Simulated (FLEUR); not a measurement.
# Anisotropy of free Ni(111) film, 1 layer with FLEUR, part 2 of 2

One state of free Ni(111) film, 1 layer is converged without symmetry. Force theorems then give its anisotropy.

FLEUR MaX-R8.1; PBE; all-electron FLAPW film, Dirac cores, scalar-relativistic bands.

So far. Step 2 (Reference state): After 32 cycles the largest moment stands at 0.980 μB.

## 5. Spin–orbit coupling, moments along z

Level of this step: PBE; all-electron FLAPW film, Dirac cores, scalar-relativistic bands with spin-orbit coupling (FLEUR).

Spin–orbit coupling ties the spins to the lattice and lets orbital moments form.

A new self-consistent run of the start ferro +, with the moments along z. The k list default-1 (kpts.xml, not shown) is a Γ-centred 35×35×1 mesh.

Input file inp.xml:

```
<?xml version="1.0" encoding="UTF-8" standalone="no"?>
<fleurInput fleurInputVersion="0.39">
   <comment>
      Ni
   </comment>
   <calculationSetup>
      <cutoffs Kmax="3.66" Gmax="11.0" GmaxXC="11.0" numbands="38"/>
      <scfLoop itmax="150" minDistance="0.00002" maxIterBroyd="15" imix="Anderson" alpha="0.03" precondParam="0.0" spinf="2.0" sdNocoIR="T"/>
      <coreElectrons ctail="T" frcor="F" kcrel="0" coretail_lmax="0"/>
      <xcFunctional name="pbe" relativisticCorrections="F"/>
      <magnetism jspins="2"/>
      <soc l_soc="T" theta="0.0" phi="0.0" spav="F"/>
      <expertModes spex="0" secvar="F"/>
      <geometryOptimization l_f="F" forcealpha="1.0" forcemix="BFGS" epsdisp="0.00001" epsforce="0.00001"/>
      <ldaU l_linMix="F" mixParam="0.05" spinf="1.0"/>
   </calculationSetup>
   <cell>
      <bzIntegration valenceElectrons="18.0" mode="hist" fermiSmearingEnergy="0.00183747">
         <kPointListSelection listName="default-1"/>
         <xi:include xmlns:xi="http://www.w3.org/2001/XInclude" href="kpts.xml"> </xi:include>
      </bzIntegration>
      <xi:include xmlns:xi="http://www.w3.org/2001/XInclude" href="sym.xml"> </xi:include>
      <filmLattice scale="1.0" dVac="5.28" dTilda="7.78">
         <bravaisMatrixFilm>
            <row-1>    4.7086300406703598     0.0000001262337051</row-1>
            <row-2>   -2.3543151296652853     4.0777931691130949</row-2>
         </bravaisMatrixFilm>
         <vacuumEnergyParameters vacuum="1" spinUp="-.25" spinDown="-.25"/>
      </filmLattice>
   </cell>
   <atomSpecies>
      <species name="Nickel (Ni1.000" element="Ni" atomicNumber="28">
         <mtSphere radius="2.24" gridPoints="741" logIncrement="0.016"/>
         <atomicCutoffs lmax="8" lnonsphr="6"/>
         <electronConfig flipSpins="F">
            <coreConfig>(1s1/2) (2s1/2) (2p1/2) (2p3/2)</coreConfig>
            <valenceConfig>(3s1/2) (3p1/2) (3p3/2) (4s1/2) (3d3/2) (3d5/2)</valenceConfig>
            <stateOccupation state="(3d3/2)" spinUp="1.6" spinDown="1.6"/>
            <stateOccupation state="(3d5/2)" spinUp="2.9" spinDown="1.9"/>
         </electronConfig>
         <energyParameters s="4" p="4" d="3" f="4"/>
         <lo type="SCLO" l="0" n="3" eDeriv="0"/>
         <lo type="SCLO" l="1" n="3" eDeriv="0"/>
      </species>
   </atomSpecies>
   <atomGroups>
      <atomGroup species="Nickel (Ni1.000">
         <filmPos label="                   1">.0000000000 .0000000000 .0000000000</filmPos>
         <force calculate="T" relaxXYZ="TTT"/>
      </atomGroup>
   </atomGroups>
   <output dos="F" band="F" slice="F">
      <bandDOS minEnergy="-.5*Htr" maxEnergy="0.5*Htr" sigma="0.015" storeEVData="T"/>
      <plotting iplot="0" polar="F">
         <plot TwoD="T" vec1="  1.0  0.0  0.0" vec2="  0.0  1.0  0.0" vec3="  0.0  0.0  1.0" zero="  0.0  0.0 -0.5" file="plot"/>
      </plotting>
      <moessbauerParams electricFieldGradient="F" isomerShift="F" coreHyperfine="F" valenceHyperfine="F"/>
   </output>
</fleurInput>
```

Input file crystal.txt:

```
Ni
&input film=T cartesian=F /
2.49169971213  0.00000006680  0.00000000000
-1.24584991392  2.15787521590  0.00000000000
0.00000000000  0.00000000000  1.00000000000
1.8897261246
1.0 1.0 1.0

1
28 0.00000000000  0.00000000000  0.00000000000 : 1.000

&soc 0.0000000 0.0000000 /
&kpt div1=35 div2=35 div3=1 gamma=T /
```

On the command line:

```sh
$ OMP_NUM_THREADS=1 inpgen -f crystal.txt > inpgen.log  # inp.xml is then edited as shown
$ OMP_NUM_THREADS=1 mpirun -n 4 fleur_MPI > fleur.log
```

Log:

```text
[banner, memory and clock lines left out]
Welcome to FLEUR        (www.flapw.de)
      MaX-Release 8.1          (www.max-centre.eu)

 ========== k-point set info ==========
 Selected k-point list: default-1
 k-point list type: mesh
 0 x 0 x 0
 Number of k points: 208

 [... set-up left out ...]
 Iteration:     1   Distance:      22.86424740 me/bohr^3
 Iteration:     2   Distance:      18.73829839 me/bohr^3
 Iteration:     3   Distance:       8.36533474 me/bohr^3
 Iteration:     4   Distance:       7.88699929 me/bohr^3
 Iteration:     5   Distance:       5.69875619 me/bohr^3
 Iteration:     6   Distance:       5.00149004 me/bohr^3
 Iteration:     7   Distance:       6.43306779 me/bohr^3
 Iteration:     8   Distance:       5.23397701 me/bohr^3
 Iteration:     9   Distance:       4.82465064 me/bohr^3
 Iteration:    10   Distance:       2.04774680 me/bohr^3
 Iteration:    11   Distance:       1.12732210 me/bohr^3
 Iteration:    12   Distance:       0.54629503 me/bohr^3
 Iteration:    13   Distance:       0.52689267 me/bohr^3
 Iteration:    14   Distance:       0.08714310 me/bohr^3
[... lines left out ...]
 Iteration:    21   Distance:       0.00439955 me/bohr^3
 Iteration:    22   Distance:       0.00354633 me/bohr^3
 Iteration:    23   Distance:       0.00062682 me/bohr^3
 Iteration:    24   Distance:       0.00004632 me/bohr^3
 Iteration:    25   Distance:       0.00014861 me/bohr^3
 Iteration:    26   Distance:       0.00002073 me/bohr^3
 Iteration:    27   Distance:       0.00000465 me/bohr^3

 ********************************************************************
 Run finished successfully
 Stop message:
   all done
 ********************************************************************

--- out.xml (last complete iteration) ---
<iteration numberForCurrentRun="   27" overallNumber="   27">
         [... left out ...]
         <bandgap value="0.0000000000" units="eV"/>
         <sumValenceSingleParticleEnergies value="-25.6225987792" units="Htr"/>
         <FermiEnergy value="-0.1970431426" units="Htr"/>
         [... left out ...]
         <magneticMomentsInMTSpheres units="muBohr">
            <globalMagMoment atomType="1" vec="0.00000   0.00000   0.92562"/>
         </magneticMomentsInMTSpheres>
         <orbitalMomentsInMTSpheres units="muBohr">
            <globalMagMoment atomType="1" vec="0.00000   0.00000   0.07705"/>
         </orbitalMomentsInMTSpheres>
         [... left out ...]
         <totalEnergy value="    -1520.7845523513" units="Htr">
            <sumOfEigenvalues value="     -886.3740461229">
               <coreElectrons value="-860.7514473436"/>
               <valenceElectrons value="-25.6225987792"/>
            </sumOfEigenvalues>
         [... left out ...]
            <freeEnergy value="-1520.7852101234"/>
            <extrapolationTo0K value="-1520.7848812373"/>
         </totalEnergy>
         <densityConvergence units="me/bohr^3">
            <chargeDensity spin="1" distance="0.0000006718"/>
            <chargeDensity spin="2" distance="0.0000043662"/>
            <overallChargeDensity distance="0.0000046498"/>
            <spinDensity distance="0.0000041725"/>
         </densityConvergence>
      </iteration>
```

It took 56 s on 4 MPI ranks of Arm Neoverse V1, shared host; peak memory 0.28 GiB.

Numbers from this step:

| Property | Result |
| --- | --- |
| free energy | -41382.6737 eV |
| program's band gap on this mesh (in a metal only a level spacing) | 0 eV |
| magnetization | 0.8651 μB |
| final state | ferromagnetic |
| largest moment | 0.9256 μB |
| orbital moment along the spin | 0.07705 μB |

Orbital moment in the sphere, along the spin axis by atom:

```csv
atom,"orbital moment in the sphere, along the spin axis (μB)"
Ni1,0.0770
```

## 6. Results

```json
{
  "reference state": "ferromagnetic",
  "largest sphere moment": "0.980 μB",
  "easy direction of those tried": "not resolved",
  "energy along x less z, force theorem": "-0.355 meV a primitive cell",
  "orbital moment on the atom of largest spin, along its spin (spin–orbit run)": "0.0770 μB"
}
```

The lowest directions differ by less than these runs resolve; shape anisotropy is not included. The difference for the second direction goes from -0.72 meV (mesh 23×23×1, 34 states, 29 s of CPU time) to -0.35 meV (mesh 35×35×1, 34 states, 57 s), so it is not converged. The orbital moment is parallel to the spin, as Hund's third rule has it for a shell over half filled. The state was typed, and no other order was converged beside it, so it need not be the ground state.

[Logs and program files are shortened in this print: banners, set-up blocks, solver, clock and traceback lines can be left out without a mark of their own.]

[Logs are printed without paths, hosts, clocks, repeated set-up lines and the standing remarks that a program may print on its own settings, such as how far it seeks lower states.]

[Hosts, paths, dates, database ids (printed as entryN), source tags and the programs' standing remarks are cut or masked in the printed files.]

[Where a cell is said to come from a database of computed structures, the database is the Materials Project.]
